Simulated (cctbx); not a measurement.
# KCr3: precision against data quality

Space group I4/mmm (no. 139), a = 4.4840 Å, b = 4.4840 Å, c = 9.2110 Å, α = 90.00°, β = 90.00°, γ = 90.00°.

```csv
atom,mult.,x,y,z,Ueq (Å²)
Cr1,2,1/2,1/2,0,0.0110
Cr2,4,1/2,0,1/4,0.0094
K1,2,0,0,0,0.0131
```

This is a model crystal, built by substitution and not relaxed, with assumed displacement parameters.

Five simulated data sets (cctbx; Mo Kα, λ = 0.71073 Å; 1.5 % proportional error) differ in resolution or exposure (noise floor 4 counts in the first three, 8 in the last two). Each is refined with the right model, isotropic at 1.1 Å and anisotropic otherwise. How do the figures of merit and the uncertainties move?

| d min (Å) | top counts | ⟨I/σ⟩ (unmerged, absences included) | unique | param. (scale apart) | Rint | R1 | GooF | largest s.u. xyz (fractional) | s.u. U of K1 (Å²) | largest error (Å) |
| --- | --- | --- | --- | --- | --- | --- | --- | --- | --- | --- |
| 1.1 | 40000 | 10.7 | 33 | 3 | 0.012 | 0.0098 | 2.17 | 0.00000 | 0.0008 | 0.0000 |
| 0.84 | 40000 | 10.0 | 66 | 6 | 0.012 | 0.0059 | 1.00 | 0.00000 | 0.0002 | 0.0000 |
| 0.6 | 40000 | 7.8 | 163 | 6 | 0.015 | 0.0076 | 0.92 | 0.00000 | 0.0001 | 0.0000 |
| 0.75 | 300 | 0.9 | 88 | 6 | 0.255 | 0.0586 | 0.97 | 0.00000 | 0.0084 | 0.0000 |
| 0.75 | 3000 | 3.5 | 88 | 6 | 0.047 | 0.0232 | 0.97 | 0.00000 | 0.0012 | 0.0000 |

GooF reaches 2.17 where the model lacks something that the data hold (anisotropy at the isotropic level, for one). The s.u. of U for K1 goes 0.0008, 0.0002, 0.0001 Å² with resolution and 0.0084, 0.0012 Å² with exposure.

The 1.1 Å row also differs in its displacement model, so it isn't a clean test of resolution.

Hardware for the 0.6 Å refinement: 0.39 s on 1 thread of Arm Neoverse V2 (shared host), peak memory 0.09 GiB.

[Logs are printed without paths, hosts, clocks, repeated set-up lines and the standing remarks that a program may print on its own settings, such as how far it seeks lower states.]
